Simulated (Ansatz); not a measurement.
# How Rh(110) screens a field

Where does the screening charge of Rh(110) sit?

Method: plane-wave DFT, r2SCAN, Ansatz PAW, in Ansatz 0.2.0.

### Step 1. Set-up

The cell holds 5 atoms: 5 Rh. Cell: a = 3.800 Å, b = 2.687 Å, c = 23.374 Å, α = 90.0°, β = 90.0°, γ = 90.0°. Vacuum lies along c.

### Step 2. Atoms held, field 0

A sawtooth potential applies the field, turning back in the middle of the vacuum. With the dipole correction the typed value is the field outside the slab. The induced dipole is small, so the SCF threshold is tight.

Contents of input.yaml:

```yaml
crystal:
  lattice:
    - [3.8, 0.0, 0.0]
    - [0.0, 2.6870057685, 0.0]
    - [0.0, 0.0, 23.374011537]
  atoms:
    - { symbol: Rh, position: [0.0, 0.0, 0.3850430204] }
    - { symbol: Rh, position: [0.5, 0.5, 0.4425215102] }
    - { symbol: Rh, position: [0.0, 0.0, 0.5] }
    - { symbol: Rh, position: [0.5, 0.5, 0.5574784898] }
    - { symbol: Rh, position: [0.0, 0.0, 0.6149569796] }
kpoints:
  mp_grid: { grid: [14, 18, 1] }
hamiltonian:
  xc: r2scan
scf:
  occupations: { method: fermi_dirac, width: 0.1 }
  convergence: { dr2_threshold: 1.0e-10 }
efield:
  axis: 3
  dipole_correction: true
  ramp_position: 0.97
  ramp_width: 0.06
  amplitude: 0
output:
  forces: true
  write_potential: true
  write_density: true
  volumetric_format: npy
```

Command:

```
$ ansatz run input.yaml --threads 4 --pin off --max-ram 6144MiB --backend cpu --events-out ev --progress --plain --runs-dir out
```

What it wrote:

```text
Engine: ansatz 0.2.0, aarch64-unknown-linux-gnu
Pseudopotentials: kind: paw
Pseudopotential: Rh, paw, valence charge 17, recommended cutoff 500 eV (meta_gga), Rh.paw.azcp
Functional definition: r2SCAN
  parameter k0 = 0.174
  parameter k1 = 0.065
  parameter a1 = 4.9479
  exchange = r2scan_x(k0 = k0, k1 = k1, a1 = a1)
  correlation = r2scan_c
Crystal: 5 atoms, lattice volume = 238.663 Å³
Basis set: ecut = 500 eV, 6013 PW (Γ), exchange–correlation on 120×80×720 points (64 copies of the dense FFT grid, shifted against one another)
Bands: 51, of which v1, the nominal top of the filled ones, is band 43 counted from 1 (42 counted from 0)
Symmetry: 4 space group operations
k-points: 80 of 252
Non-local potential: Rh, projectors of the file, l = 0: 3, l = 1: 2, l = 2: 2, l = 3: 1
PAW form: soft (Blöchl's): semilocal exchange-correlation on the pseudo side does not see the compensation charge
PAW frozen core: Rh, regenerated for the run's functional (the file was generated under x = pbe(κ = 0.804, μ = 0.219515), c = pbe(β = 0.066725))
PAW one-centre angular grid: Rh, 590 points (default); XC on 160 Gauss nodes
Initial density: superposition of atomic densities (neutral atoms: chi_scale 0, normalization atom), corrected by the library's trained network
Initial wavefunctions: pseudopotential atomic-orbital guess
Functional: x = r2scan, c = r2scan; τ floored in thin density (d = 2e-4 eV/Å³)
SCF iter   1: F=—  HF=-32072.899491 eV  |F-HF|=—  |Δ(HF+E_count)|=         —  Δρ=8.38e-3  dr2=1.22e-1  dr2_τ=4.30e-2  ethr=1.77e-3  p=-0.000 e·Å  D=-4.41e-15 V/Å  ΔV_dip=0.00 eV  dr2_dipole=9.36e-11  V_vac-E_F(+/−)=4.61/4.61 eV  ⟨swp⟩=8.6  Hψ=17727  notcnv=0  defer=1
efield: sawtooth ramp at fractional position 0.9700 (set: `efield.ramp_position`, or a place that a band, a saddle search or an elastic batch's reference lends), width 0.0600; the density the first Hamiltonian is built on has a dipole p = -0.000 e·Å; the dipole correction subtracts the counter field D = -4.41e-15 V/Å, which shifts the + side's vacuum level by +0.00 eV against the − side's; the planar-averaged density in the ramp window peaks in size at 2.6e-5 e/Å³
preconditioner: auto → LDOS  [metal: Δε(μ)=0.014 eV  Ē_g=5.230 eV  σ=0.100 eV  W_gap=0.03  n_scr=38 (ndim 8)  ℏωp=16.1 eV  f_vac=0.635  D(μ)=9.08/eV (n_scr^D=66)  β→1.0]
SCF iter   2: F=—  HF=-32072.950199 eV  |F-HF|=—  |Δ(HF+E_count)|=   5.07e-2  Δρ=3.17e-3  dr2=1.41e-2  dr2_τ=1.92e-3  ethr=1.44e-4  p=0.000 e·Å  D=7.72e-6 V/Å  ΔV_dip=-0.00 eV  dr2_dipole=1.61e-11  V_vac-E_F(+/−)=4.59/4.59 eV  ⟨swp⟩=2.5  Hψ=7490  notcnv=0  defer=14
SCF iter   3: F=—  HF=-32072.951743 eV  |F-HF|=—  |Δ(HF+E_count)|=   1.54e-3  Δρ=1.72e-3  dr2=4.07e-3  dr2_τ=2.81e-4  ethr=1.66e-5  p=0.000 e·Å  D=2.29e-6 V/Å  ΔV_dip=-0.00 eV  dr2_dipole=2.25e-9  V_vac-E_F(+/−)=4.57/4.57 eV  ⟨swp⟩=2.3  Hψ=7256  notcnv=0  defer=14
SCF iter   4: F=—  HF=-32072.951311 eV  |F-HF|=—  |Δ(HF+E_count)|=   4.32e-4  Δρ=5.36e-4  dr2=7.32e-4  dr2_τ=2.90e-5  ethr=4.78e-6  p=-0.000 e·Å  D=-2.30e-7 V/Å  ΔV_dip=0.00 eV  dr2_dipole=3.01e-11  V_vac-E_F(+/−)=4.56/4.56 eV  ⟨swp⟩=2.2  Hψ=6048  notcnv=0  defer=14
SCF iter   5: F=—  HF=-32072.951347 eV  |F-HF|=—  |Δ(HF+E_count)|=   3.66e-5  Δρ=2.64e-4  dr2=2.18e-4  dr2_τ=8.05e-6  ethr=8.62e-7  p=0.000 e·Å  D=2.06e-7 V/Å  ΔV_dip=-0.00 eV  dr2_dipole=3.50e-10  V_vac-E_F(+/−)=4.55/4.55 eV  ⟨swp⟩=2.1  Hψ=6197  notcnv=0  defer=14
SCF iter   6: F=—  HF=-32072.951306 eV  |F-HF|=—  |Δ(HF+E_count)|=   4.19e-5  Δρ=4.69e-5  dr2=6.58e-6  dr2_τ=3.13e-7  ethr=2.56e-7  p=-0.000 e·Å  D=-3.43e-7 V/Å  ΔV_dip=0.00 eV  dr2_dipole=9.80e-12  V_vac-E_F(+/−)=4.54/4.54 eV  ⟨swp⟩=2.2  Hψ=6246  notcnv=0  defer=14
SCF iter   7: F=—  HF=-32072.951349 eV  |F-HF|=—  |Δ(HF+E_count)|=   4.35e-5  Δρ=1.90e-5  dr2=6.53e-7  dr2_τ=4.34e-8  ethr=7.74e-9  p=-0.000 e·Å  D=-1.07e-7 V/Å  ΔV_dip=0.00 eV  dr2_dipole=4.37e-14  V_vac-E_F(+/−)=4.54/4.54 eV  ⟨swp⟩=2.5  Hψ=8035  notcnv=0  defer=14
SCF iter   8: F=—  HF=-32072.951349 eV  |F-HF|=—  |Δ(HF+E_count)|=   2.78e-7  Δρ=4.73e-6  dr2=6.30e-8  dr2_τ=5.12e-9  ethr=7.68e-10  p=-0.000 e·Å  D=-5.32e-8 V/Å  ΔV_dip=0.00 eV  dr2_dipole=1.97e-13  V_vac-E_F(+/−)=4.54/4.54 eV  ⟨swp⟩=2.1  Hψ=6616  notcnv=0  defer=14
SCF iter   9: F=—  HF=-32072.951349 eV  |F-HF|=—  |Δ(HF+E_count)|=   2.28e-8  Δρ=1.66e-6  dr2=6.48e-9  dr2_τ=5.69e-10  ethr=7.41e-11  p=-0.000 e·Å  D=-7.15e-9 V/Å  ΔV_dip=0.00 eV  dr2_dipole=7.52e-14  V_vac-E_F(+/−)=4.54/4.54 eV  ⟨swp⟩=2.6  Hψ=7143  notcnv=0  defer=14
SCF iter  10: F=—  HF=-32072.951349 eV  |F-HF|=—  |Δ(HF+E_count)|=   3.57e-9  Δρ=5.73e-7  dr2=5.00e-10  dr2_τ=4.12e-11  ethr=7.63e-12  p=-0.000 e·Å  D=-4.24e-9 V/Å  ΔV_dip=0.00 eV  dr2_dipole=3.92e-14  V_vac-E_F(+/−)=4.54/4.54 eV  ⟨swp⟩=2.1  Hψ=6106  notcnv=0  defer=14
iter 11 met the thresholds in force, and the SCF goes on: an eigenvalue changes by 2.47 meV, over its tolerance of 1.05 meV (output.eigenvalues, Limitations)
SCF iter  11: F=-32072.951349 eV  HF=-32072.951349 eV  |F-HF|=1.02e-10  |Δ(HF+E_count)|=   1.11e-9  Δρ=1.49e-7  dr2=7.78e-11  dr2_τ=3.42e-12  ethr=1.00e-12  p=-0.000 e·Å  D=-5.86e-11 V/Å  ΔV_dip=0.00 eV  dr2_dipole=7.55e-17  V_vac-E_F(+/−)=4.54/4.54 eV  ⟨swp⟩=13.1  Hψ=26459  notcnv=0
iter 12 met the thresholds in force, and the SCF goes on: an eigenvalue changes by 2.25 meV, over its tolerance of 1.00 meV (output.eigenvalues, Limitations)
SCF iter  12: F=-32072.951349 eV  HF=-32072.951349 eV  |F-HF|=5.82e-11  |Δ(HF+E_count)|=  1.38e-10  Δρ=4.69e-8  dr2=5.10e-12  dr2_τ=5.31e-13  ethr=1.00e-12  p=-0.000 e·Å  D=-8.75e-10 V/Å  ΔV_dip=0.00 eV  dr2_dipole=8.12e-16  V_vac-E_F(+/−)=4.54/4.54 eV  ⟨swp⟩=6.2  Hψ=22425  notcnv=0
Mixer restart at iter 12: flushing history
SCF iter  13: F=-32072.951349 eV  HF=-32072.951349 eV  |F-HF|=8.33e-10  |Δ(HF+E_count)|=  7.28e-11  Δρ=3.00e-7  dr2=6.54e-10  dr2_τ=1.78e-11  ethr=1.00e-12  p=-0.000 e·Å  D=-3.60e-8 V/Å  ΔV_dip=0.00 eV  dr2_dipole=2.55e-11  V_vac-E_F(+/−)=4.54/4.54 eV  ⟨swp⟩=1.1  Hψ=4072  notcnv=0  κ⁻¹=1.0e0(r=1)
SCF iter  14: F=-32072.951349 eV  HF=-32072.951349 eV  |F-HF|=3.96e-9  |Δ(HF+E_count)|=  5.82e-11  Δρ=3.52e-7  dr2=3.07e-9  dr2_τ=2.42e-11  ethr=1.00e-12  p=0.000 e·Å  D=2.92e-7 V/Å  ΔV_dip=-0.00 eV  dr2_dipole=9.57e-10  V_vac-E_F(+/−)=4.54/4.54 eV  ⟨swp⟩=1.0  Hψ=4066  notcnv=0  κ⁻¹=6.0e-2(r=2)
SCF iter  15: F=-32072.951349 eV  HF=-32072.951349 eV  |F-HF|=2.84e-10  |Δ(HF+E_count)|=  8.00e-11  Δρ=1.63e-7  dr2=4.76e-10  dr2_τ=5.18e-12  ethr=1.00e-12  p=-0.000 e·Å  D=-8.78e-8 V/Å  ΔV_dip=0.00 eV  dr2_dipole=1.00e-10  V_vac-E_F(+/−)=4.54/4.54 eV  ⟨swp⟩=1.0  Hψ=4066  notcnv=0  κ⁻¹=3.0e-3(r=3)
SCF iter  16: F=-32072.951349 eV  HF=-32072.951349 eV  |F-HF|=4.37e-11  |Δ(HF+E_count)|=  7.28e-12  Δρ=7.63e-8  dr2=2.74e-11  dr2_τ=1.13e-12  ethr=1.00e-12  p=0.000 e·Å  D=5.30e-9 V/Å  ΔV_dip=-0.00 eV  dr2_dipole=1.80e-13  V_vac-E_F(+/−)=4.54/4.54 eV  ⟨swp⟩=5.7  Hψ=19491  notcnv=0
SCF 1 converged in 16 iterations: F = -32072.951349 eV  dr2 = 2.74e-11
  greatest PAW one-centre occupation: 1.000 electrons in one spin orbital (limit 2), on the Rh atom at site 0 (counted from 0), in its partial waves of l = 1
WARN: The output density's exchange-correlation potential varies sharply where the density is thin. Do not read a vacuum level from v_tot or v_xc, or from such a field of the output density. On a cell that repeats whose density bears no net charge and no dipole along the vacuum's axis use v_es (v_loc + v_h of the components); under efield.dipole_correction with no amplitude use v_es + v_field, which holds any externa [...]
SCF converged after 16 iterations
an eigenvalue changed by more than its tolerance at an iteration that met the thresholds in force, so the SCF went on 2 times, its first undamped step at iteration 12: the last check found none over its tolerance
Free energy (F): -32072.951349 eV
Harris-Foulkes:  -32072.951349 eV  (|F-HF|=4.37e-11)
Internal energy: -32072.649924 eV  (E = F + TS)
E sigma→0 (E₀):  -32072.800637 eV
Entropy (-TS):   -0.301426 eV (-60.285 meV/atom)
Fermi energy:    3.141181 eV
Dipole field:    D = -0.000001 V/Å  (p = -0.000001 e·Å, saw-weighted, corrected)
Work function:   Φ+ = 4.5439 eV   Φ− = 4.5439 eV
Levels:          The Fermi level and band energies are counted from a zero that moves with the ramp; work functions are not
--- Per-component energies (eV) ---
  E_band       = -2097.182195
  E_kinetic    = 2858.740687
  E_local      = -135450.811925  (includes V_loc(G=0)·N_el)
  E_nonlocal   = 1784.283251
  E_hartree    = 65771.776982
  E_xc         = -1077.130476
  E_vxc        = -1560.941423  (∫ρ·V_xc dr)
  E_paw        = -18023.894627  (= ΣΔE_a)
  E_vpaw       = -1378.169790  (= ΣTr[D̂ρ^β])
  E_aug_tail   = 0.003371  (compensation charges beyond the density's cutoff)
  E_vtau       = 106.159271  (kinetic-family band-sum trace: ∫τ·v_τ [+ j·A + Jᵃ·Aᵃ] dr)
  E_efield     = 0.000000  (sawtooth field / dipole correction)
  E_vefield    = 0.000000  (∫n·V_field dr)
  E_ewald      = 52066.232610
  E_core_change = -1.849797  (= ΣΔE_core)
  E_smearing   = -0.301426  (= −TS)
  E_closure    = 0.000000  (closes the sum)
  Σ components = -32072.951349   (vs F -32072.951349, Δ=0.00e0)
--- Forces (eV/Å), atoms counted from 1 ---
  atom   1  Rh     0.00000000     0.00000000     1.25017867
  atom   2  Rh     0.00000000     0.00000000    -0.86998718
  atom   3  Rh     0.00000000     0.00000000     0.00000005
  atom   4  Rh     0.00000000     0.00000000     0.86998727
  atom   5  Rh     0.00000000     0.00000000    -1.25017852
  max |Σ_I F_I| component: 2.87e-7 eV/Å
--- Band table (eV; the first three rows and the last of 80) ---
  k-point 0: bands = [... 39 lower, 2.2703, 2.5249, 2.5662, 2.7865, 3.3227, 3.4894, 3.5447, 3.5878, ... 4 higher]
  k-point 1: bands = [... 39 lower, 2.2006, 2.6356, 2.6524, 2.7511, 3.1239, 3.4253, 3.6161, 3.7701, ... 4 higher]
  k-point 2: bands = [... 39 lower, 2.2053, 2.6882, 2.7648, 2.7952, 2.9086, 3.2801, 3.6866, 3.7936, ... 4 higher]
  k-point 79: bands = [... 39 lower, 2.9341, 3.7129, 3.7573, 3.8049, 3.8926, 3.9169, 5.6033, 5.8815, ... 4 higher]
```

It took 99 s on 4 threads of Arm Neoverse V1, shared host; peak memory 1.4 GiB.

The column dr2 measures how far the density is from self-consistency, as an energy; F and HF (Harris–Foulkes) agree once it is small.

Numbers from this step:

```yaml
energy_at_zero_smearing: -32072.8006 eV
work_function_upper_face: 4.544 eV
dipole_along_the_normal: -6.82e-7 e·Å
```

Running mean over 1.344 Å of the planar mean; the ramp of the sawtooth is left out. Table of electron's electrostatic potential energy less the Fermi level by z:

```
z (Å)  electron's electrostatic potential energy less the Fermi level (eV)
  3.0                                                                 4.54
  3.5                                                                 4.54
  4.0                                                                 4.54
  4.5                                                                 4.54
  5.0                                                                 4.54
  5.5                                                                 4.54
  6.0                                                                 4.52
  6.5                                                                 4.46
  7.0                                                                 4.25
  7.5                                                                 3.40
  8.0                                                               -0.175
  8.5                                                                -6.55
  9.0                                                                -11.2
  9.5                                                                -12.4
 10.0                                                                -12.7
 10.5                                                                -12.9
 11.0                                                                -13.0
 11.5                                                                -13.0
 12.0                                                                -13.0
 12.5                                                                -13.0
 13.0                                                                -12.9
 13.5                                                                -12.7
 14.0                                                                -12.3
 14.5                                                                -10.4
 15.0                                                                -4.91
 15.5                                                                 1.10
 16.0                                                                 3.75
 16.5                                                                 4.33
 17.0                                                                 4.49
 17.5                                                                 4.53
 18.0                                                                 4.54
 18.5                                                                 4.54
 19.0                                                                 4.54
 19.5                                                                 4.54
 20.0                                                                 4.54
```

Force by atom:

```
atom  x (eV/Å)  y (eV/Å)  z (eV/Å)  size
 Rh1      0.00      0.00      1.25  1.25
 Rh2      0.00      0.00     -0.87  0.87
 Rh3      0.00      0.00      0.00  0.00
 Rh4      0.00      0.00      0.87  0.87
 Rh5      0.00      0.00     -1.25  1.25
```

The work function of the upper face is 4.54 eV.

### Step 3. Atoms held, field 0.05 V/Å

input.yaml: that of step 2 with these lines changed.

```diff
@@ -23,3 +23,3 @@
   ramp_width: 0.06
-  amplitude: 0
+  amplitude: 0.05
 output:
```

What it wrote:

```text
[...]
Crystal: 5 atoms, lattice volume = 238.663 Å³
Basis set: ecut = 500 eV, 6013 PW (Γ), exchange–correlation on 120×80×720 points (64 copies of the dense FFT grid, shifted against one another)
Bands: 51, of which v1, the nominal top of the filled ones, is band 43 counted from 1 (42 counted from 0)
Symmetry: 4 space group operations
k-points: 80 of 252
[...]
k-point 0: bands = [... 39 lower, 2.2701, 2.5247, 2.5660, 2.7862, 3.3225, 3.4892, 3.5445, 3.5876, ... 4 higher]
  k-point 1: bands = [... 39 lower, 2.2004, 2.6354, 2.6522, 2.7509, 3.1237, 3.4251, 3.6159, 3.7699, ... 4 higher]
  k-point 2: bands = [... 39 lower, 2.2051, 2.6880, 2.7645, 2.7949, 2.9084, 3.2798, 3.6864, 3.7933, ... 4 higher]
  k-point 79: bands = [... 39 lower, 2.9339, 3.7127, 3.7571, 3.8047, 3.8924, 3.9167, 5.6031, 5.8813, ... 4 higher]
[key lines of the parts left out:]
SCF converged after 17 iterations
Free energy (F): -32072.951949 eV
Fermi energy:    3.140973 eV
Dipole field:    D = 0.018173 V/Å  (p = 0.023969 e·Å, saw-weighted, corrected)
```

Elapsed: 100 s, on 4 threads; peak memory 1.4 GiB; 6.6 min of CPU time.

The dipole is 0.0240 e·Å.

### Step 4. Atoms held, field -0.05 V/Å

input.yaml: that of step 3 with these lines changed.

```diff
@@ -23,3 +23,3 @@
   ramp_width: 0.06
-  amplitude: 0.05
+  amplitude: -0.05
 output:
```

What it wrote:

```text
[...]
Crystal: 5 atoms, lattice volume = 238.663 Å³
Basis set: ecut = 500 eV, 6013 PW (Γ), exchange–correlation on 120×80×720 points (64 copies of the dense FFT grid, shifted against one another)
Bands: 51, of which v1, the nominal top of the filled ones, is band 43 counted from 1 (42 counted from 0)
Symmetry: 4 space group operations
k-points: 80 of 252
[...]
k-point 0: bands = [... 39 lower, 2.2701, 2.5247, 2.5660, 2.7862, 3.3225, 3.4892, 3.5445, 3.5876, ... 4 higher]
  k-point 1: bands = [... 39 lower, 2.2004, 2.6354, 2.6522, 2.7509, 3.1237, 3.4251, 3.6159, 3.7699, ... 4 higher]
  k-point 2: bands = [... 39 lower, 2.2051, 2.6880, 2.7645, 2.7949, 2.9084, 3.2798, 3.6864, 3.7933, ... 4 higher]
  k-point 79: bands = [... 39 lower, 2.9339, 3.7127, 3.7571, 3.8047, 3.8924, 3.9167, 5.6031, 5.8813, ... 4 higher]
[key lines of the parts left out:]
SCF converged after 17 iterations
Free energy (F): -32072.951949 eV
Fermi energy:    3.140972 eV
Dipole field:    D = -0.018173 V/Å  (p = -0.023969 e·Å, saw-weighted, corrected)
```

The job ended after 1.7 min (4 threads; peak memory 1.4 GiB).

The dipole is -0.0240 e·Å.

### Step 5. Atoms held, field 0.1 V/Å

input.yaml: that of step 4 with these lines changed.

```diff
@@ -23,3 +23,3 @@
   ramp_width: 0.06
-  amplitude: -0.05
+  amplitude: 0.1
 output:
```

What it wrote:

```text
[...]
Crystal: 5 atoms, lattice volume = 238.663 Å³
Basis set: ecut = 500 eV, 6013 PW (Γ), exchange–correlation on 120×80×720 points (64 copies of the dense FFT grid, shifted against one another)
Bands: 51, of which v1, the nominal top of the filled ones, is band 43 counted from 1 (42 counted from 0)
Symmetry: 4 space group operations
k-points: 80 of 252
[...]
k-point 0: bands = [... 39 lower, 2.2695, 2.5241, 2.5651, 2.7856, 3.3219, 3.4885, 3.5437, 3.5870, ... 4 higher]
  k-point 1: bands = [... 39 lower, 2.1998, 2.6348, 2.6514, 2.7503, 3.1231, 3.4245, 3.6151, 3.7692, ... 4 higher]
  k-point 2: bands = [... 39 lower, 2.2044, 2.6873, 2.7639, 2.7943, 2.9078, 3.2792, 3.6858, 3.7926, ... 4 higher]
  k-point 79: bands = [... 39 lower, 2.9333, 3.7121, 3.7565, 3.8040, 3.8917, 3.9161, 5.6025, 5.8807, ... 4 higher]
[key lines of the parts left out:]
SCF converged after 16 iterations
Free energy (F): -32072.953746 eV
Fermi energy:    3.140346 eV
Dipole field:    D = 0.036351 V/Å  (p = 0.047945 e·Å, saw-weighted, corrected)
```

Run time: 99 s. Hardware: 4 threads; peak memory 1.4 GiB.

The dipole is 0.0479 e·Å.

### Step 6. Single point, field -0.1 V/Å

input.yaml: that of step 5 with these lines changed.

```diff
@@ -23,3 +23,3 @@
   ramp_width: 0.06
-  amplitude: 0.1
+  amplitude: -0.1
 output:
```

What it wrote:

```text
[...]
Crystal: 5 atoms, lattice volume = 238.663 Å³
Basis set: ecut = 500 eV, 6013 PW (Γ), exchange–correlation on 120×80×720 points (64 copies of the dense FFT grid, shifted against one another)
Bands: 51, of which v1, the nominal top of the filled ones, is band 43 counted from 1 (42 counted from 0)
Symmetry: 4 space group operations
k-points: 80 of 252
[...]
k-point 0: bands = [... 39 lower, 2.2695, 2.5241, 2.5651, 2.7856, 3.3219, 3.4885, 3.5437, 3.5870, ... 4 higher]
  k-point 1: bands = [... 39 lower, 2.1998, 2.6348, 2.6514, 2.7503, 3.1231, 3.4245, 3.6151, 3.7692, ... 4 higher]
  k-point 2: bands = [... 39 lower, 2.2044, 2.6873, 2.7639, 2.7943, 2.9078, 3.2792, 3.6858, 3.7926, ... 4 higher]
  k-point 79: bands = [... 39 lower, 2.9333, 3.7121, 3.7565, 3.8040, 3.8917, 3.9161, 5.6025, 5.8807, ... 4 higher]
[key lines of the parts left out:]
SCF converged after 16 iterations
Free energy (F): -32072.953746 eV
Fermi energy:    3.140346 eV
Dipole field:    D = -0.036351 V/Å  (p = -0.047945 e·Å, saw-weighted, corrected)
```

It took 99 s on 4 threads; peak memory 1.4 GiB; 6.5 min of CPU time.

The dipole is -0.0479 e·Å.

### Step 7. Single point, field 0.2 V/Å

input.yaml: that of step 6 with these lines changed.

```diff
@@ -23,3 +23,3 @@
   ramp_width: 0.06
-  amplitude: -0.1
+  amplitude: 0.2
 output:
```

What it wrote:

```text
[...]
Crystal: 5 atoms, lattice volume = 238.663 Å³
Basis set: ecut = 500 eV, 6013 PW (Γ), exchange–correlation on 120×80×720 points (64 copies of the dense FFT grid, shifted against one another)
Bands: 51, of which v1, the nominal top of the filled ones, is band 43 counted from 1 (42 counted from 0)
Symmetry: 4 space group operations
k-points: 80 of 252
[...]
k-point 0: bands = [... 39 lower, 2.2670, 2.5215, 2.5619, 2.7831, 3.3194, 3.4860, 3.5409, 3.5844, ... 4 higher]
  k-point 1: bands = [... 39 lower, 2.1973, 2.6322, 2.6481, 2.7479, 3.1206, 3.4220, 3.6122, 3.7667, ... 4 higher]
  k-point 2: bands = [... 39 lower, 2.2019, 2.6846, 2.7612, 2.7918, 2.9053, 3.2767, 3.6833, 3.7894, ... 4 higher]
  k-point 79: bands = [... 39 lower, 2.9309, 3.7096, 3.7540, 3.8015, 3.8892, 3.9137, 5.6001, 5.8783, ... 4 higher]
[key lines of the parts left out:]
SCF converged after 13 iterations
Free energy (F): -32072.960939 eV
Fermi energy:    3.137842 eV
Dipole field:    D = 0.072719 V/Å  (p = 0.095911 e·Å, saw-weighted, corrected)
```

Run time: 73 s. Hardware: 4 threads; peak memory 1.4 GiB; 4.8 min of CPU time.

The dipole is 0.0959 e·Å.

(Continued in part 2 of 2.)

[Long decimals in the printed logs are rounded to 6 places.]

[Logs are printed without paths, hosts, clocks, repeated set-up lines and the standing remarks that a program may print on its own settings, such as how far it seeks lower states.]

[Hosts, paths, dates, database ids (printed as entryN), source tags and the programs' standing remarks are cut or masked in the printed files.]

[Maps of the electrostatic potential energy from Ansatz leave out the sawtooth potential of an applied field or a dipole correction, so their vacuum need not be flat; planar profiles and work functions include it.]
